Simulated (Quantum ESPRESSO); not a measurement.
# GaN (F-43m): from Born charge to LO-TO splitting

Wanted: the LO mode of GaN (F-43m) from the TO mode and the field response.

Main program and level: Quantum ESPRESSO 7.5; DFT LDA, scalar-relativistic, plane waves, JTH PAW pseudopotentials.

### 1. The relaxed structure

The structure is cubic, space group F-43m (No. 216). The conventional cell has a = 4.455 Å, b = 4.455 Å, c = 4.455 Å, α = 90.00°, β = 90.00°, γ = 90.00°. Nearest to Ga lie 4 N at 1.93 Å. N has 4 Ga at 1.93 Å nearest. Farther neighbours and most contacts between anions are not listed.

Coordinates:

```
Ga N
1.0
    -2.22762    0.00000    2.22762
     0.00000    2.22762    2.22762
    -2.22762    2.22762    0.00000
Ga N
1 1
Direct
  0.00000 0.00000 0.00000
  0.75000 0.75000 0.75000
```

This is the cell after its relaxation at this level of theory, not the database cell from which that began.

### 2. What the response run gave

A linear-response run on the relaxed cell, with the response to an electric field; only its zone-centre results are used. Cutoff 60 Ry, k mesh 12×12×12.

What it wrote:

```text
[banners, grids, parts of the stress and lines that vanish by symmetry left out]
Program PHONON v.7.5
     Reading xml data from directory:

[...]
Exchange-correlation= PW
                           (   1   4   0   0   0   0   0)
[...]
kinetic-energy cut-off    =      60.0000  Ry
     charge density cut-off    =     480.0000  Ry
     convergence threshold     =      1.0E-18
[...]
Exchange-correlation= PW
                           (   1   4   0   0   0   0   0)
[...]
q = (   0.0000000   0.0000000   0.0000000 )
     25 Sym.Ops. (with q -> -q+G )
     G cutoff =  430.9165  (  26469 G-vectors)     FFT grid: ( 45, 45, 45)
     G cutoff =  215.4583  (   9377 G-vectors)  smooth grid: ( 30, 30, 30)
     number of k points=    72
[...]
Mode symmetry, T_d (-43m)  point group:
[...]
Dielectric constant
[...]
End of electric fields calculation
          Dielectric constant in cartesian axis
          (       5.745287428      -0.000000000      -0.000000000 )
          (      -0.000000000       5.745287428       0.000000000 )
          (      -0.000000000       0.000000000       5.745287428 )
          Effective charges (d Force / dE) in cartesian axis without acoustic sum rule applied (asr)
           atom    1  Ga    Mean Z*:        2.63235
      Ex  (        2.63235       -0.00000        0.00000 )
      Ey  (       -0.00000        2.63235       -0.00000 )
      Ez  (        0.00000       -0.00000        2.63235 )
           atom    2  N     Mean Z*:       -2.63285
      Ex  (       -2.63285       -0.00000        0.00000 )
      Ey  (       -0.00000       -2.63285       -0.00000 )
      Ez  (        0.00000       -0.00000       -2.63285 )
          Effective charges Sum: Mean:       -0.00050
[...]
Effective charges (d Force / dE) in cartesian axis with asr applied:
           atom    1  Ga    Mean Z*:        2.63260
[...]
atom    2  N     Mean Z*:       -2.63260
[...]
Representation #   1 modes #   1   2   3
[...]
End of self-consistent calculation
     Convergence has been achieved
     Representation #   2 modes #   4   5   6
[...]
End of self-consistent calculation
     Convergence has been achieved
[...]
Dielectric constant in cartesian axis
          (       5.745287428      -0.000000000      -0.000000000 )
          (      -0.000000000       5.745287428       0.000000000 )
          (      -0.000000000       0.000000000       5.745287428 )
          Effective charges (d Force / dE) in cartesian axis without acoustic sum rule applied (asr)
           atom    1  Ga    Mean Z*:        2.63235
      Ex  (        2.63235       -0.00000        0.00000 )
      Ey  (       -0.00000        2.63235       -0.00000 )
      Ez  (        0.00000       -0.00000        2.63235 )
           atom    2  N     Mean Z*:       -2.63285
      Ex  (       -2.63285       -0.00000        0.00000 )
      Ey  (       -0.00000       -2.63285       -0.00000 )
      Ez  (        0.00000       -0.00000       -2.63285 )
          Effective charges Sum: Mean:       -0.00050
[...]
Effective charges (d Force / dE) in cartesian axis with asr applied:
           atom    1  Ga    Mean Z*:        2.63260
[...]
atom    2  N     Mean Z*:       -2.63260
[...]
q = (    0.000000000   0.000000000   0.000000000 )
[...]
freq (    1) =       0.093873 [THz] =       3.131272 [cm-1]
     freq (    2) =       0.093873 [THz] =       3.131272 [cm-1]
     freq (    3) =       0.093873 [THz] =       3.131272 [cm-1]
     freq (    4) =      16.589731 [THz] =     553.373861 [cm-1]
     freq (    5) =      16.589731 [THz] =     553.373861 [cm-1]
     freq (    6) =      16.589731 [THz] =     553.373861 [cm-1]
[...]
Mode symmetry, T_d (-43m)  point group:
     freq (   1-   3) =          3.1  [cm-1]   --> T_2  G_15 P_4   I+R
     freq (   4-   6) =        553.4  [cm-1]   --> T_2  G_15 P_4   I+R

   JOB DONE.
```

```csv
quantity,value
cell volume Ω (Å³),22.108
mass of Ga (u),69.723
mass of N (u),14.007
"Born charge of Ga, raw (e)",2.632
"Born charge of N, raw (e)",-2.633
ε∞,5.745
ω(TO) after the sum rule (cm⁻¹),553.4
```

### 3. The calculation

The charges must sum to zero over the cell; taking off their mean, 0.000 e, leaves Z* = 2.633 e on Ga. In the polar mode Ga moves against N, so the reduced mass is μ = 69.72 × 14.01 / 83.73 = 11.664 u.

A longitudinal wave builds up a field that adds to the restoring force: ω(LO)² = ω(TO)² + 4π Z*² / (μ Ω ε∞), in Hartree atomic units. With μ = 21262 electron masses and Ω = 149.19 bohr³ the second term is 4.7788e-06 Ha², or 230188 cm⁻² (1 Ha = 219474.6 cm⁻¹).

So ω(LO) = √(306218 + 230188) = 732.4 cm⁻¹, and by the Lyddane-Sachs-Teller relation ε₀ = ε∞ (ω(LO)/ω(TO))² = 10.06.

### 4. Check against the program

The analysis program adds the same non-analytic term to the full matrix, here for q along (1 0 0).

What it wrote:

```text
[banner, memory and clock lines left out]
Program DYNMAT v.7.5

     Reading Dynamical Matrix from file g.dyn
     ...Force constants read
     ...epsilon and Z* read

     Polarizability (A^3 units)
     multiply by 0.387332 for Clausius-Mossotti correction
         8.348501   -0.000000   -0.000000
        -0.000000    8.348501    0.000000
        -0.000000    0.000000    8.348501

     IR activities are in (D/A)^2/amu units

# mode   [cm-1]    [THz]      IR
    1     -0.00   -0.0000    0.0000
    2     -0.00   -0.0000    0.0000
    3      0.00    0.0000    0.0000
    4    553.37   16.5897   13.7087
    5    553.37   16.5897   13.7087
    6    732.40   21.9568   13.7087
```

ε₀ comes from the program's run without a direction of q.

```csv
quantity,by hand,program
ω(LO) (cm⁻¹),732.4,732.4
ε₀,10.06,10.06
```

### 5. Outcome

```yaml
to_mode: 553.4 cm⁻¹
lo_mode: 732.4 cm⁻¹
static_dielectric_constant: 10.06
```

What this shows: The LO mode of GaN (F-43m) lies at 732 cm⁻¹, 179 cm⁻¹ above the TO mode; the formula meets the program within 0.1 cm⁻¹, as it must for a cubic crystal with one polar mode. ω(LO)² − ω(TO)² goes with Z*²/ε∞: an error of 5 % in ε∞ would move the LO mode by 7.5 cm⁻¹, and semilocal functionals tend to overestimate ε∞. These are harmonic values at zero temperature, at the volume of this functional, for the structure held cubic; stability elsewhere in the zone is no part of this calculation.

[Host names and launcher messages were left out of these logs when they were recorded.]

[Logs are printed without paths, hosts, clocks, repeated set-up lines and the standing remarks that a program may print on its own settings, such as how far it seeks lower states.]

[Hosts, paths, dates, database ids (printed as entryN), source tags and the programs' standing remarks are cut or masked in the printed files.]
